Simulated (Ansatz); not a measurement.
# The perfect InSb wire along [110], 8 atoms a period, H-terminated, part 2 of 3

Wanted: the relaxed geometry and the bands of the InSb wire along [110], 8 atoms a period, H-terminated.

Ansatz 0.2.0; DFT PBE, plane waves, PAW; relaxation of a wire's period; PAW set soft_1 (the session's first sound run).

So far. Step 2 (The relaxed wire): The cell's length comes to 4.801 Å with spin left out.

### 3. The perfect wire

This step: DFT PBE, plane waves, PAW; bands of a perfect wire; PAW set soft_1 (Ansatz 0.2.0).

At the relaxed period the bands are computed along the axis; those that cross an energy going forward count the channels that a perfect wire would open there.

input.yaml reads:

```yaml
crystal:
  lattice:
    - [17.126, 0.0, 0.0]
    - [0.0, 14.395, 0.0]
    - [0.0, 0.0, 4.8011437874]
  atoms:
    - { symbol: Sb, position: [0.355229902, 0.5, 0.0] }
    - { symbol: In, position: [0.445511301, 0.662762146, 0.0] }
    - { symbol: In, position: [0.445511301, 0.337237854, 0.0] }
    - { symbol: Sb, position: [0.73315831, 0.5, 0.0] }
    - { symbol: H, position: [0.799667925, 0.588583394, 0.0] }
    - { symbol: H, position: [0.799667925, 0.411416606, 0.0] }
    - { symbol: H, position: [0.212131325, 0.608001598, 0.5] }
    - { symbol: H, position: [0.212131325, 0.391998402, 0.5] }
    - { symbol: In, position: [0.257704119, 0.5, 0.5] }
    - { symbol: Sb, position: [0.542141318, 0.658049126, 0.5] }
    - { symbol: Sb, position: [0.542141318, 0.341950874, 0.5] }
    - { symbol: H, position: [0.607894763, 0.748257235, 0.5] }
    - { symbol: H, position: [0.607894763, 0.251742765, 0.5] }
    - { symbol: In, position: [0.638317029, 0.5, 0.5] }
    - { symbol: H, position: [0.40236547, 0.772290462, 0.0] }
    - { symbol: H, position: [0.40236547, 0.227709538, 0.0] }
kpoints:
  mp_grid: { grid: [1, 1, 17] }
  band_path: { path: ["Γ", Z], npoints: 90 }
scf:
  occupations: { method: fermi_dirac, width: 0.05 }
hamiltonian:
  xc: pbe
  pseudopotentials: { kind: paw, azcp: { folder: soft_1 } }
output:
  dos: { e_range: [-5, 4] }
  write_potential: true
  write_density: true
  volumetric_format: npy
```

Command:

```bash
$ ansatz run input.yaml --threads 4 --pin off --max-ram 16384MiB --backend cpu --events-out ev --progress --plain --runs-dir out
```

Numbers of over 12 decimals in the logs are rounded to 6 here.

Log:

```text
[...]
Crystal: 16 atoms, lattice volume = 1183.620 Å³
Basis set: ecut = 420 eV, 23041 PW (Γ)
Bands: 76, of which v1, the nominal top of the filled ones, is band 60 counted from 1 (59 counted from 0)
Symmetry: 4 space group operations
[...]
k-points: 9 of 17
[...]
SCF iter   1: F=—  HF=-48456.264497 eV  |F-HF|=—  |Δ(HF+E_count)|=         —  Δρ=2.55e-2  dr2=9.09e0  ethr=3.10e-3  ⟨swp⟩=8.9  Hψ=3333  notcnv=0  defer=5
[...]
SCF iter  10: F=-48453.551004 eV  HF=-48453.551003 eV  |F-HF|=1.06e-7  |Δ(HF+E_count)|=   6.24e-7  Δρ=2.31e-6  dr2=7.48e-8  ethr=8.33e-11  ⟨swp⟩=14.8  Hψ=3530  notcnv=0
SCF 1 converged in 10 iterations: F = -48453.551004 eV  dr2 = 7.48e-8
[...]
NSCF: frozen V_eff on 91 k-points
WARN: The output density's exchange-correlation potential varies sharply where the density is thin. Do not read a vacuum level from v_tot or v_xc, or from such a field of the output density. On a cell that repeats whose density bears no net charge and no dipole along the vacuum's axis use v_es (v_loc + v_h of the components); under efield.dipole_correction with no amplitude use v_es + v_field, which holds any externa [...]
SCF converged after 10 iterations
Free energy (F): -48453.551004 eV
[...]
Internal energy: -48453.550996 eV  (E = F + TS)
E sigma→0 (E₀):  -48453.551000 eV
Entropy (-TS):   -0.000007 eV (-0.000 meV/atom)
Fermi energy:    -1.519714 eV
[...]
--- Band table (eV; the first three rows and the last of 9) ---
  k-point 0: bands = [... 56 lower, -2.9510, -2.7988, -2.7669, -2.0281, -1.0232, -0.3531, -0.1493, 0.2852, ... 12 higher]
  k-point 1: bands = [... 56 lower, -3.1009, -2.8571, -2.7189, -2.1063, -0.8898, -0.2213, -0.0262, 0.4094, ... 12 higher]
  k-point 2: bands = [... 56 lower, -3.1982, -2.9489, -2.7564, -2.2496, -0.5705, 0.0728, 0.2661, 0.6823, ... 12 higher]
  k-point 8: bands = [... 56 lower, -3.6619, -3.2904, -3.1135, -3.0058, -0.0010, 0.2268, 0.4754, 0.7402, ... 12 higher]
```

Run time: 2.7 min. Hardware: 4 threads of Arm Neoverse V1, shared host; peak memory 4.6 GiB; 11 min of CPU time.

In the SCF lines HF is the Harris–Foulkes energy and dr2 the Hartree energy of the density residual, in eV; the loop may stop once dr2 is under the threshold and the program's other checks hold. Hψ counts applications of the Hamiltonian.

Numbers from this step:

```yaml
band_gap: 1.005 eV
```

Electronic bands along the path, in eV, zero at the Fermi level; v1 is the highest filled band, c1 the lowest empty one:

| point | v4 | v3 | v2 | v1 | c1 | c2 | c3 | c4 |
| --- | --- | --- | --- | --- | --- | --- | --- | --- |
| Γ | -1.43 | -1.28 | -1.25 | -0.51 | 0.50 | 1.17 | 1.37 | 1.80 |
| halfway | -1.82 | -1.57 | -1.53 | -0.99 | 1.53 | 1.88 | 2.03 | 2.14 |
| Z | -2.14 | -1.78 | -1.57 | -1.52 | 1.52 | 1.74 | 2.01 | 2.28 |

The gap is 1.00 eV, with spin left out.

The path shows a direct gap of 1.00 eV (valence top at Γ, conduction bottom at Γ).

### 4. Another level of theory, cutoff 500 eV, k-mesh 1×1×13

This step: DFT r2SCAN, plane waves, PAW; bands of a perfect wire at the PBE geometry; PAW set soft_1 (Ansatz 0.2.0).

The atoms stay at the PBE geometry and the functional changes. r2SCAN also reads the kinetic-energy density; it often gives larger moments and wider gaps than PBE, at a higher cost. Against the first PBE run of this kind, the cutoff is 500 eV against 420 and the mesh along the wire has 13 points against 17.

input.yaml: that of step 3 with these lines changed.

```diff
@@ -23,3 +23,3 @@
 kpoints:
-  mp_grid: { grid: [1, 1, 17] }
+  mp_grid: { grid: [1, 1, 13] }
   band_path: { path: ["Γ", Z], npoints: 90 }
@@ -28,8 +28,3 @@
 hamiltonian:
-  xc: pbe
+  xc: r2scan
   pseudopotentials: { kind: paw, azcp: { folder: soft_1 } }
-output:
-  dos: { e_range: [-5, 4] }
-  write_potential: true
-  write_density: true
-  volumetric_format: npy
```

Log:

```text
[...]
Crystal: 16 atoms, lattice volume = 1183.620 Å³
Basis set: ecut = 500 eV, 30123 PW (Γ), exchange–correlation on 500×432×144 points (64 copies of the dense FFT grid, shifted against one another)
Bands: 76, of which v1, the nominal top of the filled ones, is band 60 counted from 1 (59 counted from 0)
Symmetry: 4 space group operations
[...]
k-points: 7 of 13
[...]
--- Band table (eV; the first three rows and the last of 7) ---
  k-point 0: bands = [... 56 lower, -3.1759, -3.0187, -2.9301, -2.1975, -0.9650, -0.2320, -0.0266, 0.4533, ... 12 higher]
  k-point 1: bands = [... 56 lower, -3.3694, -3.1052, -2.8914, -2.3198, -0.7343, -0.0167, 0.1915, 0.6470, ... 12 higher]
  k-point 2: bands = [... 56 lower, -3.4684, -3.2078, -3.0136, -2.5026, -0.2454, 0.3397, 0.6327, 0.8565, ... 12 higher]
  k-point 6: bands = [... 56 lower, -3.9265, -3.5061, -3.3341, -3.1902, 0.1447, 0.3725, 0.5417, 0.8801, ... 12 higher]
[key lines of the parts left out:]
SCF converged after 10 iterations
Free energy (F): -48569.082736 eV
Fermi energy:    -1.577602 eV
```

Elapsed: 5 min, on 4 threads; peak memory 7.2 GiB; 20 min of CPU time.

Numbers from this step:

| Property | Result |
| --- | --- |
| band gap | 1.232 eV |

Electronic bands along the path, in eV, zero at the Fermi level; v1 is the highest filled band, c1 the lowest empty one:

| point | v4 | v3 | v2 | v1 | c1 | c2 | c3 | c4 |
| --- | --- | --- | --- | --- | --- | --- | --- | --- |
| Γ | -1.60 | -1.44 | -1.35 | -0.62 | 0.61 | 1.35 | 1.55 | 2.03 |
| halfway | -2.00 | -1.73 | -1.67 | -1.12 | 1.73 | 2.01 | 2.24 | 2.38 |
| Z | -2.34 | -1.94 | -1.73 | -1.66 | 1.72 | 1.95 | 2.14 | 2.48 |

The gap is 1.23 eV, against 1.00 eV under PBE at the relaxed period.

### 5. Another level of theory, level HSE06, cutoff 420 eV

This step: DFT HSE06, plane waves, PAW; levels of a perfect wire at the PBE geometry; PAW set soft_1 (Ansatz 0.2.0).

The atoms stay at the PBE geometry and the functional changes. HSE06 mixes in a quarter of short-range exact exchange, which removes part of the self-interaction that closes gaps; it is dear, so the mesh is thinner and no path is run. Against the first PBE run of this kind, the mesh along the wire has 7 points against 17.

input.yaml: that of step 4 with these lines changed.

```diff
@@ -23,4 +23,3 @@
 kpoints:
-  mp_grid: { grid: [1, 1, 13] }
-  band_path: { path: ["Γ", Z], npoints: 90 }
+  mp_grid: { grid: [1, 1, 7] }
 scf:
@@ -28,3 +27,3 @@
 hamiltonian:
-  xc: r2scan
+  xc: hse06
   pseudopotentials: { kind: paw, azcp: { folder: soft_1 } }
```

Log:

```text
[...]
exact exchange (on PAW files that of the plane waves, all of it where the separable form is declined too) is computed from pair densities and not by density-matrix convolution, because memory is short: the convolution, which is usually faster, keeps the exchange operator as a matrix at each irreducible k-point or, where blocks serve (scf.exx.build), one block of their elements at a time (for builds on a GPU, the tabl [...]
Crystal: 16 atoms, lattice volume = 1183.620 Å³
[...]
Fermi energy:    -1.617137 eV
[...]
--- Band table (eV) ---
  k-point 0: bands = [... 56 lower, -3.4135, -3.2490, -3.1687, -2.3898, -0.8447]
  k-point 1: bands = [... 56 lower, -3.7633, -3.4551, -3.2112, -2.6987, -0.1609]
  k-point 2: bands = [... 56 lower, -3.9285, -3.6224, -3.5586, -3.0174, 0.3826]
  k-point 3: bands = [... 56 lower, -4.1870, -3.7550, -3.6359, -3.3695, 0.3231]
  guard bands above this table: 15 of the run's 76 bands. The solve was not asked for them (output.publish_guard_bands: true or output.eigenvalues: true publishes all)
[key lines of the parts left out:]
Free energy (F): -48486.871033 eV
```

Run time: 4.7 min. Hardware: 4 threads; peak memory 3.2 GiB; 19 min of CPU time.

This step gave:

| Item | Value |
| --- | --- |
| band gap | 1.545 eV |

The gap is 1.55 eV, against 1.00 eV under PBE at the relaxed period.

### 6. Two-component spinors, k-mesh 1×1×11

This step: DFT PBE, plane waves, fully relativistic PAW; bands of a perfect wire with spin-orbit coupling; PAW set soft_1 (Ansatz 0.2.0).

Spin-orbit coupling mixes the spins and splits bands that cross or touch without it, so it can open or close channels. Fully relativistic datasets take the place of the scalar ones. Against the first PBE run of this kind, the mesh along the wire has 11 points against 17.

input.yaml: that of step 5 with these lines changed.

```diff
@@ -23,3 +23,4 @@
 kpoints:
-  mp_grid: { grid: [1, 1, 7] }
+  mp_grid: { grid: [1, 1, 11] }
+  band_path: { path: ["Γ", Z], npoints: 90 }
 scf:
@@ -27,3 +28,6 @@
 hamiltonian:
-  xc: hse06
-  pseudopotentials: { kind: paw, azcp: { folder: soft_1 } }
+  xc: pbe
+  pseudopotentials: { kind: paw_fr, azcp: { folder: soft_1 } }
+magnetization:
+  noncollinear: true
+  spin_orbit: true
```

Log:

```text
[...]
non-collinear run that drives no moment, with spin-orbit: no starting moment large enough to seed its density (crystal.atoms[].spin), no starting occupations that ask for one, no magnetisation constraint and no magnetic field, so the semilocal B_xc is pinned to zero
Crystal: 16 atoms, lattice volume = 1183.620 Å³
Basis set: ecut = 420 eV, 23041 PW (Γ)
[...]
k-point 0: bands = [... 116 lower, -2.7343, -2.7343, -2.0020, -2.0020, -1.0187, -1.0187, -0.3548, -0.3548, ... 28 higher]
  k-point 1: bands = [... 116 lower, -2.7545, -2.6514, -2.2575, -2.0773, -0.7299, -0.7282, -0.0941, -0.0471, ... 28 higher]
  k-point 2: bands = [... 116 lower, -2.8662, -2.8210, -2.4588, -2.2759, -0.2171, -0.2108, 0.2745, 0.3360, ... 28 higher]
  k-point 5: bands = [... 116 lower, -3.0894, -3.0777, -2.9592, -2.9255, -0.0060, 0.0013, 0.2278, 0.2322, ... 28 higher]
[key lines of the parts left out:]
SCF converged after 11 iterations
Magnetization: |M| = 0.0000 μB,  M = (+0.0000, +0.0000, +0.0000) μB
Free energy (F): -48470.877708 eV
Fermi energy:    -1.505299 eV
```

Elapsed: 29 min, on 4 threads; peak memory 12 GiB; 1.9 h of CPU time.

This step gave:

| Quantity | Value |
| --- | --- |
| band gap | 0.9700 eV |

The gap is 0.970 eV, against 1.00 eV under PBE at the relaxed period, with no moment.

### 7. The ladder

Times are for 4 threads of Arm Neoverse V1, shared host. Results by setting:

| no. | run | band gap (eV) | time | memory (GiB) |
| --- | --- | --- | --- | --- |
| 1 | lead | 1.005 | 2.7 min | 4.6 |
| 2 | levels | 1.232 | 5 min | 7.2 |
| 3 | levels | 1.545 | 4.7 min | 3.2 |
| 4 | SOC | 0.9700 | 29 min | 12 |

(Part 2 of 3 ends here.)

[Logs are printed without paths, hosts, clocks, repeated set-up lines and the standing remarks that a program may print on its own settings, such as how far it seeks lower states.]

[Hosts, paths, dates, database ids (printed as entryN), source tags and the programs' standing remarks are cut or masked in the printed files.]
